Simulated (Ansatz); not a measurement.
# Cl on Ti(0001): change of the work function, part 2 of 2

Aim: the work function of Ti(0001) at several coverages of Cl (fcc site), and the dipole that each adsorbate carries.

Ansatz 0.2.0; plane-wave DFT, PBE, Ansatz PAW (set soft_1); PAW set soft_1.

So far, work function, upper face (eV): step 2 (the clean slab) 4.37; step 3 (37 atoms, coverage 0.111 ML, cell 3x3) 4.28; step 4 (17 atoms, coverage 0.25 ML, cell 2x2) 4.15.

## 5. The covered slab, k-mesh 6×6×1, coverage 0.5 ML

System of this step: Cl/Ti(0001). The cell holds 18 atoms: 16 Ti and 2 Cl. Its edges and angles: a = 5.900 Å, b = 5.900 Å, c = 27.014 Å, α = 90.0°, β = 90.0°, γ = 60.0°. Vacuum lies along c.

The input, input.yaml:

```yaml
crystal:
  lattice:
    - [5.9, 0.0, 0.0]
    - [2.95, 5.1095498824, 0.0]
    - [0.0, 0.0, 27.0140203291]
  atoms:
    - { symbol: Ti, position: [0.3333333333, 0.3333333333, 0.3331603327] }
    - { symbol: Ti, position: [0.0, 0.0, 0.4198671601] }
    - { symbol: Ti, position: [0.3333333333, 0.3333333333, 0.5090831816] }
    - { symbol: Ti, position: [0.0, 0.0, 0.5893528953] }
    - { symbol: Ti, position: [0.3333333333, 0.8333333333, 0.3331603327] }
    - { symbol: Ti, position: [0.0, 0.5, 0.4198671601] }
    - { symbol: Ti, position: [0.3333333333, 0.8333333333, 0.5090831816] }
    - { symbol: Ti, position: [0.0, 0.5, 0.5893528953] }
    - { symbol: Ti, position: [0.8333333333, 0.3333333333, 0.3331603327] }
    - { symbol: Ti, position: [0.5, 0.0, 0.4198671601] }
    - { symbol: Ti, position: [0.8333333333, 0.3333333333, 0.5090831816] }
    - { symbol: Ti, position: [0.5, 0.0, 0.5893528953] }
    - { symbol: Ti, position: [0.8333333333, 0.8333333333, 0.3331603327] }
    - { symbol: Ti, position: [0.5, 0.5, 0.4198671601] }
    - { symbol: Ti, position: [0.8333333333, 0.8333333333, 0.5090831816] }
    - { symbol: Ti, position: [0.5, 0.5, 0.5893528953] }
    - { symbol: Cl, position: [0.1666666667, 0.1666666667, 0.6668396673] }
    - { symbol: Cl, position: [0.6666666667, 0.1666666667, 0.6668396673] }
kpoints:
  mp_grid: { grid: [6, 6, 1] }
hamiltonian:
  xc: pbe
  pseudopotentials: { kind: paw, azcp: { folder: soft_1 } }
scf:
  occupations: { method: fermi_dirac, width: 0.1 }
  convergence: { dr2_threshold: 1.0e-08 }
efield:
  axis: 3
  dipole_correction: true
  ramp_position: 0.97
  ramp_width: 0.06
relax:
  f_tol: 0.02
  max_steps: 60
  constraints: [{ sites: [0, 1, 4, 5, 8, 9, 12, 13] }]
output:
  dos: { projected: true, e_range: [-8, 4] }
  write_potential: true
  write_density: true
  volumetric_format: npy
  elf: true
```

Launch:

```
$ ansatz run input.yaml --threads 4 --pin off --max-ram 16384MiB --backend cpu --events-out ev --progress --plain --runs-dir out
```

The job ended after 4.1 min (4 threads of Arm Neoverse V1, shared host; peak memory 2.8 GiB; 15 min of CPU time).

This run has no spin polarisation, although Ti can carry a moment.

The steps of the relaxation:

```csv
step,energy less that of the first step (eV),largest force component (eV/Å)
1,0.0000,1.7798
2,-0.7251,0.5026
3,-0.7869,0.0728
4,-0.7901,0.0340
5,-0.7905,0.0083
```

The run keeps the 4 symmetry operations that it works with, so distortions that break them were not tested.

The atoms that moved most (Å):

```csv
atom,dx,dy,dz,length
Cl18,0.000,0.067,-0.328,0.335
Cl17,0.000,0.067,-0.328,0.335
Ti4,0.000,-0.083,0.045,0.094
Ti12,0.000,-0.083,0.045,0.094
Ti16,0.000,0.074,-0.002,0.074
Ti8,0.000,0.074,-0.002,0.074
Ti7,0.000,0.023,-0.060,0.064
Ti15,0.000,0.023,-0.060,0.064
```

The relaxed structure:

```cif
data_structure
_symmetry_space_group_name_H-M 'P 1'
_symmetry_Int_Tables_number 1
_cell_length_a 5.9000
_cell_length_b 5.9000
_cell_length_c 27.0140
_cell_angle_alpha 90.000
_cell_angle_beta 90.000
_cell_angle_gamma 60.000
_cell_volume 814.37
loop_
_atom_site_label
_atom_site_type_symbol
_atom_site_fract_x
_atom_site_fract_y
_atom_site_fract_z
_atom_site_occupancy
Ti1 Ti 0.33333 0.33333 0.33316 1
Ti2 Ti 0.00000 0.00000 0.41987 1
Ti3 Ti 0.33542 0.32915 0.51030 1
Ti4 Ti 0.00814 0.98371 0.59101 1
Ti5 Ti 0.33333 0.83333 0.33316 1
Ti6 Ti 0.00000 0.50000 0.41987 1
Ti7 Ti 0.33106 0.83787 0.50686 1
Ti8 Ti 0.99278 0.51443 0.58929 1
Ti9 Ti 0.83333 0.33333 0.33316 1
Ti10 Ti 0.50000 0.00000 0.41987 1
Ti11 Ti 0.83542 0.32915 0.51030 1
Ti12 Ti 0.50814 0.98371 0.59101 1
Ti13 Ti 0.83333 0.83333 0.33316 1
Ti14 Ti 0.50000 0.50000 0.41987 1
Ti15 Ti 0.83106 0.83787 0.50686 1
Ti16 Ti 0.49278 0.51443 0.58929 1
Cl17 Cl 0.16012 0.17976 0.65470 1
Cl18 Cl 0.66012 0.17976 0.65470 1
```

The density of states has structure finer than the step of the table below, so its rows give means over 0.25 eV, whole bins alone (the curve runs from -8 to 0.87 eV). Peaks (eV: height): -1.230: 40.8, -0.750: 41.8, -0.660: 57.2, -0.030: 43.5, 0.210: 53.6, 0.720: 51.6, 0.810: 62.1.

Density of states against energy, zero at the Fermi level; means over each step:

```csv
energy (eV),density of states (states/eV a cell)
-7.25,0
-7.00,2.27
-6.75,1.37
-6.50,1.19
-6.25,4.71
-6.00,7.60
-5.75,6.48
-5.50,9.50
-5.25,7.96
-5.00,4.71
-4.75,1.23
-4.50,2.34
-4.25,4.52
-4.00,1.97
-3.75,3.87
-3.50,4.99
-3.25,4.95
-3.00,4.78
-2.75,9.68
-2.50,5.76
-2.25,16.9
-2.00,15.8
-1.75,23.9
-1.50,17.8
-1.25,21.1
-1.00,20.2
-0.75,35.1
-0.50,18.8
-0.25,20.5
0.00,29.9
0.25,31.8
0.50,27.8
```

The relaxation took 5 steps and lowered the energy by 0.79 eV; the largest force on the free atoms ends at 0.0083 eV/Å.

The covered face has 4.16 eV, -0.22 eV against the clean one; the bare back face has moved by -0.01 eV, a measure of how thin the slab is.

## 6. The covered slab, k-mesh 12×12×1, coverage 1 ML

System of this step: Cl/Ti(0001). The cell holds 5 atoms: 4 Ti and 1 Cl. Cell: a = 2.950 Å, b = 2.950 Å, c = 27.014 Å, α = 90.0°, β = 90.0°, γ = 60.0°. Vacuum lies along c.

input.yaml, the sections that differ from step 5:

```yaml
crystal:
  lattice:
    - [2.95, 0.0, 0.0]
    - [1.475, 2.5547749412, 0.0]
    - [0.0, 0.0, 27.0140203291]
  atoms:
    - { symbol: Ti, position: [0.6666666667, 0.6666666667, 0.3331603327] }
    - { symbol: Ti, position: [0.0, 0.0, 0.4198671601] }
    - { symbol: Ti, position: [0.6666666667, 0.6666666667, 0.5090831816] }
    - { symbol: Ti, position: [0.0, 0.0, 0.5893528953] }
    - { symbol: Cl, position: [0.3333333333, 0.3333333333, 0.6668396673] }
kpoints:
  mp_grid: { grid: [12, 12, 1] }
relax:
  f_tol: 0.02
  max_steps: 60
  constraints: [{ sites: [0, 1] }]
output:
  write_potential: true
  write_density: true
  volumetric_format: npy
# hamiltonian, scf, efield: as in step 5
```

It took 15 s on 4 threads; peak memory 0.51 GiB.

Relaxation path:

```csv
step,energy less that of the first step (eV),largest force component (eV/Å)
1,0.0000,2.8278
2,-0.5567,0.2521
3,-0.5712,0.1286
4,-0.5743,0.0116
```

The run keeps the 6 symmetry operations that it works with, so distortions that break them were not tested.

The atoms that moved most (Å):

```csv
atom,dx,dy,dz,length
Cl5,0.000,0.000,-0.345,0.345
Ti3,0.000,0.000,-0.050,0.050
Ti4,0.000,0.000,0.036,0.036
```

The relaxed structure:

```xyz
5
Lattice="2.9500 0.0000 0.0000 1.4750 2.5548 0.0000 0.0000 0.0000 27.0140" Properties=species:S:1:pos:R:3
Ti    2.9500    1.7032    9.0000
Ti    0.0000    0.0000   11.3423
Ti    2.9500    1.7032   13.7027
Ti    0.0000    0.0000   15.9571
Cl    1.4750    0.8516   17.6690
```

Running mean over 2.342 Å of the planar mean; the ramp of the sawtooth is left out. The electron's electrostatic potential energy less the Fermi level by z:

z (Å), electron's electrostatic potential energy less the Fermi level (eV) and a bar from the least value:
```
      3.5        4.4 ##############################
      4.0        4.4 ##############################
      4.5        4.4 ##############################
      5.0        4.4 ##############################
      5.5        4.3 ##############################
      6.0        4.2 ##############################
      6.5        3.9 #############################
      7.0        2.9 ###########################
      7.5        0.2 #####################
      8.0       -3.6 #############
      8.5       -6.5 #######
      9.0       -7.4 #####
      9.5       -7.4 ######
     10.0       -7.3 ######
     10.5       -7.2 ######
     11.0       -7.3 ######
     11.5       -7.3 ######
     12.0       -7.3 ######
     12.5       -7.2 ######
     13.0       -7.2 ######
     13.5       -7.3 ######
     14.0       -7.4 #####
     14.5       -7.8 #####
     15.0       -7.9 #####
     15.5       -7.9 #####
     16.0       -8.6 ###
     16.5      -10.1 
     17.0       -9.7 #
     17.5       -7.0 ######
     18.0       -4.5 ###########
     18.5       -2.2 ################
     19.0        0.9 #######################
     19.5        3.3 ############################
     20.0        4.0 #############################
     20.5        4.1 #############################
     21.0        4.1 #############################
     21.5        4.1 #############################
     22.0        4.1 #############################
     22.5        4.1 #############################
     23.0        4.1 #############################
     23.5        4.1 #############################
```

The relaxation took 4 steps and lowered the energy by 0.57 eV; the largest force on the free atoms ends at 0.012 eV/Å.

The covered face has 4.12 eV, -0.25 eV against the clean one; the bare back face has moved by -0.02 eV, a measure of how thin the slab is.

## 7. Work function against coverage

This step: plane-wave DFT, PBE, Ansatz PAW (set soft_1); work function against coverage; PAW set soft_1 (Ansatz 0.2.0).

The runs are now put side by side.

This step gave:

* work function of the clean face: 4.374 eV
* largest change of the work function: -0.2501 eV

Work function of the covered face against coverage:

```csv
coverage (adsorbates/nm²),work function of the covered face (eV)
0.00,4.37
1.47,4.28
3.32,4.15
6.63,4.16
13.27,4.12
```

The dipole per adsorbate comes from the change of the cell's dipole. Coverage, by row:

```csv
coverage (1/nm²),coverage (ML),work function (eV),change (eV),"dipole per adsorbate, positive end outwards (debye)",mean height of the added atoms over the highest substrate atom (Å)
1.474,0.1111,4.277,-0.09623,0.171,1.757
3.317,0.25,4.154,-0.2198,0.172,1.767
6.634,0.5,4.155,-0.2186,0.084,1.72
13.27,1,4.124,-0.2501,0.045,1.712
```

## 8. Results

| Item | Value |
| --- | --- |
| work function of the clean face | 4.37 eV |
| work function at 0.11 ML | 4.28 eV |
| work function at 0.25 ML | 4.15 eV |
| work function at 0.5 ML | 4.16 eV |
| work function at 1 ML | 4.12 eV |
| dipole per adsorbate at 0.11 ML, positive end outwards | 0.17 D |

**Reading.** At the lowest coverage Cl changes the work function of Ti(0001) by under 0.15 eV, within the error of so thin a slab; the largest change, -0.25 eV, comes at higher coverage. At the highest coverage the adsorbates are pressed to about 3.0 Å, closer than unbonded atoms of this kind usually come, so a real layer may not reach it. The slab has 4 layers, at the tabulated experimental lattice constant, one starting site was run, and quantum-size effects of a slab this thin can reach one or two tenths of an eV.

[Logs are printed without paths, hosts, clocks, repeated set-up lines and the standing remarks that a program may print on its own settings, such as how far it seeks lower states.]

[Hosts, paths, dates, database ids (printed as entryN), source tags and the programs' standing remarks are cut or masked in the printed files.]

[Maps of the electrostatic potential energy from Ansatz leave out the sawtooth potential of an applied field or a dipole correction, so their vacuum need not be flat; planar profiles and work functions include it.]

[The density of states shown here was stored with 400 of the rows of the run's finer table, so its peaks can read low, often by over a quarter, or be missed, and its means over a window can be off by a tenth or more.]
